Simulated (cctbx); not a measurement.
## What is wrong with this refinement?

Cell a = 7.4960 Å, b = 12.0250 Å, c = 17.0550 Å, α = 90.00°, β = 90.00°, γ = 90.00°; space group P2_12_12_1 (no. 19).

Simulated single-crystal data (cctbx): Mo Kα, λ = 0.71073 Å, to d = 0.84 Å, 50 % of the full sphere, strongest reflection 5000 counts, noise from counting, a 6 % proportional error and a noise floor of 4 counts (s.d.); no absorption.

An anisotropic refinement with weights 1/σ² prints:

```text
Rint 0.068, 2538 unique reflections to 0.84 A
cycle     R1     wR2    GooF  max shift (A)
   1  0.0826  0.1919   2.042   0.03014
   2  0.0790  0.1840   1.957   0.00012
final R1 0.0790 wR2 0.1840 GooF 1.957  parameters 117  data/parameter 21.7
atom        x        y        z      Ueq    occ   su(xyz)  su(Uiso or U11)
Hg1    0.96875  0.50633  0.34827   0.0026  1.000  0.00015  0.0005
Sn1    0.51840  0.97631  0.15133   0.0024  1.000  0.00027  0.0010
Sn2    0.72880  0.93171  0.48158   0.0032  1.000  0.00031  0.0011
Sn3    0.75623  0.05185  0.32117   0.0025  1.000  0.00031  0.0011
K1     0.23628  0.81494  0.34266   0.0034  1.000  0.00090  0.0031  NPD
K2     0.74179  0.63395  0.05200   0.0048  1.000  0.00103  0.0034
S1     0.50215  0.61132  0.44775   0.0063  1.000  0.00105  0.0041  NPD
S2     0.50852  0.59641  0.23688   0.0044  1.000  0.00109  0.0042  NPD
S3     0.74613  0.11754  0.44750   0.0028  1.000  0.00106  0.0033  NPD
S4     0.76685  0.85818  0.35756   0.0060  1.000  0.00113  0.0037  NPD
S5     0.76753  0.63538  0.85414   0.0032  1.000  0.00099  0.0034  NPD
S6     0.77231  0.87883  0.15955   0.0052  1.000  0.00097  0.0034  NPD
S7     0.97418  0.62570  0.46643  -0.0016  1.000  0.00101  0.0031  NPD
difference map: max 26.19 min -2.82 rms 0.85
Q1    0.0258  0.1178  0.2723    4   27.21  2.33 A from Sn3
Q2    0.0286  0.1173  0.4219    4    6.06  1.79 A from K2
Q3    0.0306  0.8810  0.2711    4    4.09  2.12 A from K1
Q4    0.0446  0.8820  0.7680    4    3.72  0.38 A from S2
Q5    0.1221  0.6155  0.2260    4    3.40  1.44 A from Sn3
Q6    0.2368  0.3233  0.2450    4    3.30  1.76 A from S6
```

Q: Accept it or mend it, and why?

Mend it. The fault: an atom left out, S at (0.9747, 0.6183, 0.2279). Against the right model at the same level, R1 goes from 0.0385 to 0.0790 and GooF from 0.96 to 1.96, the top difference peak, 27.2 e/Å³, lies 2.33 Å from Sn3 and K1, S1, S2, S3, S4, S5, S6 and S7 go non-positive-definite. Q1 is the missing atom. With scattering power missing, scale and phases suffer, so peaks may also grow on the heavy atoms.

The compound is K2Sn3HgS8. The right model at the same level gives:

```text
Rint 0.068, 2538 unique reflections to 0.84 A
cycle     R1     wR2    GooF  max shift (A)
   1  0.0396  0.0926   0.987   0.00453
   2  0.0385  0.0900   0.959   0.00001
final R1 0.0385 wR2 0.0900 GooF 0.959  parameters 126  data/parameter 20.1
atom        x        y        z      Ueq    occ   su(xyz)  su(Uiso or U11)
Hg1    0.96875  0.50632  0.34819   0.0031  1.000  0.00007  0.0003
Sn1    0.51821  0.97626  0.15131   0.0029  1.000  0.00013  0.0005
Sn2    0.72840  0.93119  0.48157   0.0032  1.000  0.00015  0.0005
Sn3    0.75596  0.05157  0.32117   0.0029  1.000  0.00015  0.0005
K1     0.23626  0.81470  0.34296   0.0041  1.000  0.00043  0.0015
K2     0.74267  0.63371  0.05224   0.0039  1.000  0.00048  0.0016
S1     0.50160  0.61225  0.44768   0.0077  1.000  0.00054  0.0021
S2     0.50982  0.59586  0.23764   0.0055  1.000  0.00054  0.0020
S3     0.74556  0.11707  0.44856   0.0040  1.000  0.00055  0.0017
S4     0.76656  0.85924  0.35815   0.0052  1.000  0.00055  0.0017
S5     0.76712  0.63454  0.85358   0.0056  1.000  0.00051  0.0018
S6     0.77174  0.87752  0.15998   0.0057  1.000  0.00049  0.0018
S7     0.97397  0.62725  0.46534   0.0074  1.000  0.00058  0.0018
S8     0.97460  0.61831  0.22742   0.0043  1.000  0.00055  0.0018
Flack x: 0.013(10)
Hooft y: 0.004(12)  Bijvoet pairs: 995
difference map: max 1.94 min -1.50 rms 0.41
Q1    0.0679  0.7678  0.5916    4    2.01  1.67 A from S1
Q2    0.0256  0.2453  0.7669    4    1.93  1.99 A from S2
Q3    0.0450  0.6821  0.8296    4    1.65  1.85 A from S6
Q4    0.0385  0.8175  0.8389    4    1.62  1.68 A from S2
Q5    0.0279  0.5777  0.7826    4    1.62  1.30 A from Sn1
Q6    0.0284  0.7634  0.2550    4    1.60  1.85 A from S8
```

The model was made for the exercise: a known structure type with other elements put in, its volume estimated, not relaxed; displacement parameters are assumed.

[Middle refinement cycles are left out of these outputs.]

[Logs are printed without paths, hosts, clocks, repeated set-up lines and the standing remarks that a program may print on its own settings, such as how far it seeks lower states.]
